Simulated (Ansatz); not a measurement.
# K chain started as a strip of triangles: period, moment and channels by functional, part 3 of 3

How many channels does the K chain started as a strip of triangles carry, and how sure is the answer?

Ansatz 0.2.0; DFT PBE, plane waves, PAW; relaxation of a chain's period (the session's first sound run).

So far, conductance of the lead as this run defines it (G₀): step 3 (the perfect wire, level PBE, k-mesh 1×1×19) 2.00; step 5 (LDA, another cell, k-mesh 1×1×20) 2.00.

## Step 6: Relaxation of atoms and period

This step: DFT RPBE, plane waves, PAW; relaxation of a chain's period (Ansatz 0.2.0).

The relaxation is repeated under another functional. RPBE strengthens the exchange enhancement and tends to longer, weaker bonds than PBE.

Input file input.yaml:

```yaml
crystal:
  lattice:
    - [13.5, 0.0, 0.0]
    - [0.0, 12.0, 0.0]
    - [0.0, 0.0, 3.97271]
  atoms:
    - { symbol: K, position: [0.37429037, 0.5, 0.0], spin: 0.5 }
    - { symbol: K, position: [0.62570963, 0.5, 0.5], spin: 0.5 }
magnetization:
  spin_polarized: true
kpoints:
  mp_grid: { grid: [1, 1, 21] }
scf:
  occupations: { method: fermi_dirac, width: 0.05 }
hamiltonian:
  xc: rpbe
relax:
  cell: { fix: [a, b, alpha, beta, gamma] }
  max_steps: 60
```

Started as:

```bash
$ ansatz run input.yaml --threads 8 --pin off --max-ram 16384MiB --backend cpu --events-out ev --progress --plain --runs-dir out
```

Numbers of over 12 decimals in the logs are rounded to 6 here.

Output:

```text
[...]
Crystal: 2 atoms, lattice volume = 643.579 Å³
Basis set: ecut = 420 eV, 12561 PW (Γ), exchange–correlation on 192×162×54 points (8 copies of the dense FFT grid, shifted against one another)
Bands: 14, of which v1, the nominal top of the filled ones, is band 9 counted from 1 (8 counted from 0)
Symmetry: 8 space group operations
[...]
0.000000      -0.015939       0.000000
        0.000000       0.000000       0.007244
  P = ⅓ Tr σ = 0.0022 GPa (0.022 kbar)
--- Relaxed structure (7 steps of the walk, 7 accepted, 1 SCFs on fresh bases) ---
[...]
cell:  # Å, volume = 746.2786 Å³
    - [13.5, 0.0, 0.0]
    - [0.0, 12.0, 0.0]
    - [0.0, 0.0, 4.606658]
  atoms:
    - { symbol: K, position: [0.351160, 0.5, 0.0] }
    - { symbol: K, position: [0.648840, 0.5, 0.5] }
[key lines of the parts left out:]
SCF converged after 8 iterations
Magnetization: -0.0005 μB (8.9998 up, 9.0002 down)
Free energy (F): -3083.512464 eV
Fermi energy:    -1.303706 eV
```

The job ended after 21 s (8 threads of Arm Neoverse V2, shared host; peak memory 1.1 GiB).

The steps of the relaxation:

```
step  energy less that of the first step (eV)  largest force component (eV/Å)  pressure (GPa)  volume (Å³)
   1                                   0.0000                          0.4217            0.29       643.58
   2                                  -0.0722                          0.3142            0.24       651.59
   3                                  -0.2050                          0.0878            0.10       681.66
   4                                  -0.2421                          0.0119            0.02       713.84
   5                                  -0.2463                          0.0043            0.01       724.27
   6                                  -0.2493                          0.0004            0.00       741.29
   7                                  -0.2495                          0.0001            0.00       746.28
  8*                                  -0.2502                          0.0002            0.00       746.28
```

Relaxation steps marked * repeat the geometry before them on a plane-wave basis chosen anew for their cell, so energy and pressure can jump there.

The run keeps the 8 symmetry operations that it works with, so distortions that break them were not tested.

```
cell as run  before  after   change
      c (Å)   3.973  4.607  +16.0 %
```

The atoms that moved most (Å, along periodic axes as changes of fractional coordinates times the final cell, across vacuum about the mean position):

```
atom      dx     dy     dz  length
  K1  -0.312  0.000  0.000   0.312
  K2   0.312  0.000  0.000   0.312
```

The relaxed structure:

```xyz
2
Lattice="13.5000 0.0000 0.0000 0.0000 12.0000 0.0000 0.0000 0.0000 4.6067" Properties=species:S:1:pos:R:3
K     4.7407    6.0000    0.0000
K     8.7593    6.0000    2.3033
```

The cell's length comes to 4.607 Å, +3.7 % against the first run, with no moment. That is +16 % against the start, more than a small adjustment.

The cell grew by 16.0 % in its periodic edges. From the first step to the last the energy fell by 0.250 eV, across changes of basis, and the largest move was 0.31 Å (K1 and 1 other atom alike).

## Step 7: Bands of the perfect wire, level RPBE, k-mesh 1×1×18

This step: DFT RPBE, plane waves, PAW; channels and complex bands of a perfect chain (Ansatz 0.2.0).

The channels are counted again under RPBE, at the period that it gave.

Input file input.yaml:

```yaml
crystal:
  lattice:
    - [13.5, 0.0, 0.0]
    - [0.0, 12.0, 0.0]
    - [0.0, 0.0, 4.606657908]
  atoms:
    - { symbol: K, position: [0.351160052, 0.5, 0.0] }
    - { symbol: K, position: [0.648839948, 0.5, 0.5] }
kpoints:
  mp_grid: { grid: [1, 1, 18] }
  band_path: { path: ["Γ", Z], npoints: 60 }
scf:
  occupations: { method: fermi_dirac, width: 0.05 }
hamiltonian:
  xc: rpbe
output:
  transmission:
    e_range: [-2, 2]
    de: 0.035
    kmesh: [1, 1]
    reduced_basis: true
    leads: [[0, 0]]
  dos: { projected: true, e_range: [-6, 4] }
```

Output:

```text
[...]
Crystal: 2 atoms, lattice volume = 746.279 Å³
Basis set: ecut = 420 eV, 14603 PW (Γ)
Bands: 13, of which v1, the nominal top of the filled ones, is band 9 counted from 1 (8 counted from 0)
Symmetry: 8 space group operations
[...]
k-points: 10 of 18
[...]
k-point 9: bands = [... 5 lower, -17.4512, -17.4333, -17.4333, -0.5811, -0.5811, 0.3654, 0.3654, 0.7694]
--- Transmission ---
  basis      : 1421 plane waves across, 6 finite elements along
  points     : 1, standing for a mesh of 1 x 1
[...]
crystal 0  : K2, at the sites [0, 0], period 4.6067 Å: whole cells are its period
[...]
filled         : 13.1 meV over the level at which it is neutral
    channels       : 2.000000e0 a spin
[...]
[key lines of the parts left out:]
SCF converged after 7 iterations
Free energy (F): -3083.512449 eV
Fermi energy:    -1.300278 eV
```

Elapsed: 77 s, on 8 threads; peak memory 2.1 GiB; 7.2 min of CPU time.

At the computed energy nearest the Fermi level there are 2 channels a spin, and the thermal average gives 2.00 G₀.

## Step 8: Comparing the runs

Times are for 8 threads of Arm Neoverse V2, shared host. The runs compared:

```
no.  level  conductance of the lead as this run defines it (G₀)  time  memory (GiB)
  1    PBE                                                1.998  64 s           2.0
  2    LDA                                                1.999  60 s           1.9
  3   RPBE                                                1.995  77 s           2.1
```

The runs together. Table of open channels of the lead by energy, zero at the Fermi level:

```
energy (eV)  PBE  LDA  RPBE
     -1.300    0    0     0
     -1.195    0    1     0
     -1.090    1    1     1
     -0.985    1    1     1
     -0.915    1    1     1
     -0.810    1    1     1
     -0.705    1    1     1
     -0.600    1    1     1
     -0.495    1    1     1
     -0.390    1    1     1
     -0.285    1    1     1
     -0.215    1    1     1
     -0.110    2    2     2
     -0.005    2    2     2
      0.100    2    2     2
      0.205    2    2     2
      0.310    2    2     2
      0.415    2    2     2
      0.485    2    2     2
      0.590    2    2     2
      0.695    2    2     2
      0.800    2    2     3
      0.905    4    3     4
      1.010    4    4     4
      1.115    4    4     2
      1.185    4    4     2
      1.290    2    4     2
      1.395    2    4     4
      1.500    4    2     4
      1.605    4    4     5
      1.710    6    5     6
      1.815    6    6     4
      1.885    6    6     4
```

## Step 9: Relaxation of atoms and period, cutoff 850 eV

This step: DFT PBE, plane waves, norm-conserving; relaxation of a chain's period (Ansatz 0.2.0).

The same functional on other atomic datasets tests how far the result hangs on the treatment of the cores. Against the first PBE run of this kind, the cutoff is 850 eV against 420.

Input file input.yaml:

```yaml
crystal:
  lattice:
    - [13.5, 0.0, 0.0]
    - [0.0, 12.0, 0.0]
    - [0.0, 0.0, 3.97271]
  atoms:
    - { symbol: K, position: [0.37429037, 0.5, 0.0], spin: 0.5 }
    - { symbol: K, position: [0.62570963, 0.5, 0.5], spin: 0.5 }
magnetization:
  spin_polarized: true
kpoints:
  mp_grid: { grid: [1, 1, 21] }
scf:
  occupations: { method: fermi_dirac, width: 0.05 }
hamiltonian:
  xc: pbe
  pseudopotentials: { kind: nc }
relax:
  cell: { fix: [a, b, alpha, beta, gamma] }
  max_steps: 60
```

Output:

```text
[...]
Crystal: 2 atoms, lattice volume = 643.579 Å³
Basis set: ecut = 850 eV, 36255 PW (Γ), exchange–correlation on 270×240×80 points (8 copies of the dense FFT grid, shifted against one another)
Bands: 14, of which v1, the nominal top of the filled ones, is band 9 counted from 1 (8 counted from 0)
Symmetry: 8 space group operations
[...]
0.000000       0.000000       0.001995
  P = ⅓ Tr σ = 0.0023 GPa (0.023 kbar)
--- Relaxed structure (7 steps of the walk, 7 accepted, 1 SCFs on fresh bases) ---
[...]
cell:  # Å, volume = 720.2258 Å³
    - [13.5, 0.0, 0.0]
    - [0.0, 12.0, 0.0]
    - [0.0, 0.0, 4.445838]
  atoms:
    - { symbol: K, position: [0.353778, 0.5, 0.0] }
    - { symbol: K, position: [0.646222, 0.5, 0.500000] }
[key lines of the parts left out:]
SCF converged after 5 iterations
Magnetization: -0.0001 μB (9.0000 up, 9.0000 down)
Free energy (F): -1537.416285 eV
Fermi energy:    -1.348944 eV
```

The job ended after 58 s (8 threads; peak memory 2.5 GiB; 7.3 min of CPU time).

Step by step:

```
step  energy less that of the first step (eV)  largest force component (eV/Å)  pressure (GPa)  volume (Å³)
   1                                   0.0000                          0.3545            0.24       643.58
   2                                  -0.0492                          0.2685            0.19       649.77
   3                                  -0.1477                          0.0573            0.07       677.71
   4                                  -0.1638                          0.0337            0.00       707.07
   5                                  -0.1668                          0.0040            0.01       709.49
   6                                  -0.1674                          0.0013            0.01       714.75
   7                                  -0.1677                          0.0001            0.00       720.23
  8*                                  -0.1677                          0.0001            0.00       720.23
```

Relaxation steps marked * repeat the geometry before them on a plane-wave basis chosen anew for their cell, so energy and pressure can jump there.

Forces are held to the 8 operations that the run works with; a distortion that breaks them can't arise in this run.

```
cell as run  before  after   change
      c (Å)   3.973  4.446  +11.9 %
```

The atoms that moved most (Å, along periodic axes as changes of fractional coordinates times the final cell, across vacuum about the mean position):

```
atom      dx     dy     dz  length
  K1  -0.277  0.000  0.000   0.277
  K2   0.277  0.000  0.000   0.277
```

The relaxed structure:

```xyz
2
Lattice="13.5000 0.0000 0.0000 0.0000 12.0000 0.0000 0.0000 0.0000 4.4458" Properties=species:S:1:pos:R:3
K     4.7760    6.0000    0.0000
K     8.7240    6.0000    2.2229
```

The cell's length comes to 4.446 Å, +0.1 % against the first run, with no moment.

## Step 10: The relaxed wire

This step: DFT PBE, plane waves, PAW; relaxation of a chain's period (Ansatz 0.2.0).

No moment formed, so a run without spin should agree; this checks it and saves time.

input.yaml, the sections that differ from step 9:

```yaml
crystal:
  lattice:
    - [13.5, 0.0, 0.0]
    - [0.0, 12.0, 0.0]
    - [0.0, 0.0, 3.97271]
  atoms:
    - { symbol: K, position: [0.37429037, 0.5, 0.0] }
    - { symbol: K, position: [0.62570963, 0.5, 0.5] }
hamiltonian:
  xc: pbe
# kpoints, scf, relax: as in step 9
# magnetization: removed
```

Output:

```text
[...]
Crystal: 2 atoms, lattice volume = 643.579 Å³
Basis set: ecut = 420 eV, 12561 PW (Γ), exchange–correlation on 192×162×54 points (8 copies of the dense FFT grid, shifted against one another)
Bands: 13, of which v1, the nominal top of the filled ones, is band 9 counted from 1 (8 counted from 0)
Symmetry: 8 space group operations
[...]
k-points: 11 of 21
[...]
0.018620       0.000000       0.000000
        0.000000      -0.013639       0.000000
        0.000000       0.000000       0.003373
  P = ⅓ Tr σ = 0.0028 GPa (0.028 kbar)
--- Relaxed structure (7 steps of the walk, 7 accepted, 1 SCFs on fresh bases) ---
[...]
cell:  # Å, volume = 719.4529 Å³
    - [13.5, 0.0, 0.0]
    - [0.0, 12.0, 0.0]
    - [0.0, 0.0, 4.441067]
  atoms:
    - { symbol: K, position: [0.353652, 0.5, 0.0] }
    - { symbol: K, position: [0.646348, 0.5, 0.5] }
[key lines of the parts left out:]
SCF converged after 6 iterations
Free energy (F): -3074.815098 eV
Fermi energy:    -1.358155 eV
```

Wall time 7.4 s (8 threads); peak memory 0.94 GiB.

The cell's length comes to 4.441 Å, +0.0 % against the first run, with spin left out.

## Step 11: Side by side

Times are for 8 threads of Arm Neoverse V2, shared host. The runs compared:

```
no.          level  cell length along the wire (Å)  absolute moment (μB)   time  memory (GiB)
  1            PBE                           4.441                     0   19 s           1.1
  2            LDA                           4.204                     0   13 s          0.95
  3           RPBE                           4.607               5.80e-4   21 s           1.1
  4  PBE, NC files                           4.446                     0   58 s           2.5
  5   PBE, no spin                           4.441                     0  7.4 s          0.94
```

## Step 12: A repeat with changed settings

This step: DFT PBE, plane waves, PAW; channels and complex bands of a perfect chain; changed: output.transmission.e_range = [-1, 1], output.transmission.de = 0.02, output.transmission.temperature = 600.0 (Ansatz 0.2.0).

The atoms of the run on the perfect lead (PBE) are kept and the input is varied, to see whether the result depends on it. The ELF is not written this time.

Input file input.yaml:

```yaml
crystal:
  lattice:
    - [13.5, 0.0, 0.0]
    - [0.0, 12.0, 0.0]
    - [0.0, 0.0, 4.4410649145]
  atoms:
    - { symbol: K, position: [0.353652277, 0.5, 0.0] }
    - { symbol: K, position: [0.646347723, 0.5, 0.5] }
kpoints:
  mp_grid: { grid: [1, 1, 19] }
  band_path: { path: ["Γ", Z], npoints: 60 }
scf:
  occupations: { method: fermi_dirac, width: 0.05 }
hamiltonian:
  xc: pbe
output:
  transmission:
    e_range: [-1, 1]
    de: 0.02
    kmesh: [1, 1]
    reduced_basis: true
    leads: [[0, 0]]
    temperature: 600.0
  dos: { projected: true, e_range: [-6, 4] }
  write_potential: true
  write_density: true
  volumetric_format: npy
```

Output:

```text
[...]
Crystal: 2 atoms, lattice volume = 719.453 Å³
Basis set: ecut = 420 eV, 14079 PW (Γ)
Bands: 13, of which v1, the nominal top of the filled ones, is band 9 counted from 1 (8 counted from 0)
Symmetry: 8 space group operations
[...]
k-points: 10 of 19
[...]
SCF iter   1: F=—  HF=-3074.814695 eV  |F-HF|=—  |Δ(HF+E_count)|=         —  Δρ=3.83e-4  dr2=1.17e-2  ethr=1.77e-3  ⟨swp⟩=8.2  Hψ=973  notcnv=0
[...]
SCF iter   7: F=-3074.814840 eV  HF=-3074.814840 eV  |F-HF|=8.39e-9  |Δ(HF+E_count)|=   6.44e-8  Δρ=1.16e-6  dr2=1.06e-8  ethr=5.56e-10  ⟨swp⟩=4.4  Hψ=443  notcnv=0
SCF 1 converged in 7 iterations: F = -3074.814840 eV  dr2 = 1.06e-8
[...]
transmission: 6 of 36 steps passed
transmission: 12 of 36 steps passed
[...]
transmission: 36 of 36 steps passed
[...]
SCF converged after 7 iterations
Free energy (F): -3074.814840 eV
[...]
Internal energy: -3074.792071 eV  (E = F + TS)
E sigma→0 (E₀):  -3074.803456 eV
Entropy (-TS):   -0.022769 eV (-11.385 meV/atom)
Fermi energy:    -1.363606 eV
[...]
--- Band table (eV; the first three rows and the last of 10) ---
  k-point 0: bands = [... 5 lower, -17.3856, -17.3563, -17.3483, -2.5260, -1.5194, -0.5540, -0.5082, 0.2860]
  k-point 1: bands = [... 5 lower, -17.3858, -17.3578, -17.3500, -2.5012, -1.4945, -0.5372, -0.4914, 0.3020]
  k-point 2: bands = [... 5 lower, -17.3865, -17.3620, -17.3548, -2.4273, -1.4201, -0.4871, -0.4412, 0.3496]
  k-point 9: bands = [... 5 lower, -17.4160, -17.3924, -17.3902, -0.7212, -0.3625, 0.2526, 0.5011, 0.6561]
--- Transmission ---
  basis      : 1421 plane waves across, 6 finite elements along
  points     : 1, standing for a mesh of 1 x 1
[...]
crystal 0  : K2, at the sites [0, 0], period 4.4411 Å: whole cells are its period
[...]
filled         : 3.8 meV under the level at which it is neutral
    channels       : 2.000000e0 a spin
[...]
```

The job ended after 51 s (8 threads; peak memory 1.8 GiB).

This step gave:

```yaml
energy_at_zero_smearing: -3074.8035 eV
conductance_of_the_lead_as_this_run_defines_it: 1.953 G₀
```

The open channels of the lead, one spin by energy, zero at the Fermi level:

energy (eV), open channels of the lead, one spin and a bar from the least value:
```
   -1.000       1.00 
   -0.900       1.00 
   -0.800       1.00 
   -0.700       1.00 
   -0.600       1.00 
   -0.500       1.00 
   -0.400       1.00 
   -0.300       1.00 
   -0.200       1.00 
   -0.100       2.00 ##########
    0.000       2.00 ##########
    0.100       2.00 ##########
    0.200       2.00 ##########
    0.300       2.00 ##########
    0.400       2.00 ##########
    0.500       2.00 ##########
    0.600       2.00 ##########
    0.700       2.00 ##########
    0.800       2.00 ##########
    0.900       4.00 ##############################
    1.000       4.00 ##############################
```

It took 51 s against 64 s for the run it varies, and the conductance is 1.95 G₀ against 2.00 G₀.

Side by side:

```
                                           quantity  this run  the run it varies  difference
conductance of the lead as this run defines it (G₀)    1.9532             1.9976     -0.0444
```

## Step 13: A repeat with changed settings

This step: DFT PBE, plane waves, PAW; channels and complex bands of a perfect chain; changed: output.transmission.temperature = 0.5, scf.max_iter = 60 (Ansatz 0.2.0).

The input of the run on the perfect lead (PBE) is made doubtful on purpose. The ELF is not written this time.

input.yaml, the sections that differ from step 12:

```yaml
scf:
  occupations: { method: fermi_dirac, width: 0.05 }
  max_iter: 60
output:
  transmission:
    e_range: [-2, 2]
    de: 0.035
    kmesh: [1, 1]
    reduced_basis: true
    leads: [[0, 0]]
    temperature: 0.5
  dos: { projected: true, e_range: [-6, 4] }
  write_potential: true
  write_density: true
  volumetric_format: npy
# crystal, kpoints, hamiltonian: as in step 12
```

Output:

```text
Error: invalid value for `output.transmission.temperature`: must be finite and ≥ 1.2; got 0.5 K
```

The job ended after 0.04 s (8 threads; peak memory 0.067 GiB).

The program refused the input before any cycle.

The program's message: “Error: invalid value for `output.transmission.temperature`: must be finite and ≥ 1.2; got 0.5 K”

The change that led to it: output.transmission.temperature = 0.5.

## Step 14: What came out

```json
{
 "cell length, PBE": "4.441 Å",
 "cell length, LDA": "4.204 Å",
 "cell length, RPBE": "4.607 Å",
 "cell length, PBE, NC files": "4.446 Å",
 "cell length, PBE, no spin": "4.441 Å",
 "conductance, PBE": "2.00 G₀",
 "conductance, LDA": "2.00 G₀",
 "conductance, RPBE": "2.00 G₀"
}
```

What this shows: Under PBE the cell's length is 4.44 Å, no moment survives, and it is a metal with 2 channels a spin next to the Fermi level, 2.00 G₀ at 300 K. The cell's length spans 9.6 % over the functionals, shortest under LDA and longest under RPBE. A perfect wire passes every open channel, so the conductance counts half a G₀ for each forward-moving state at the Fermi level, spin by spin. At the relaxed period it forms two rows 3.95 Å apart, with 4.53 Å between atoms of unlike rows and 4.44 Å along a row: a strip of triangles. Transport is coherent and elastic here: the atoms are frozen, so scattering by vibrations plays no part.

[Logs are printed without paths, hosts, clocks, repeated set-up lines and the standing remarks that a program may print on its own settings, such as how far it seeks lower states.]

[Hosts, paths, dates, database ids (printed as entryN), source tags and the programs' standing remarks are cut or masked in the printed files.]
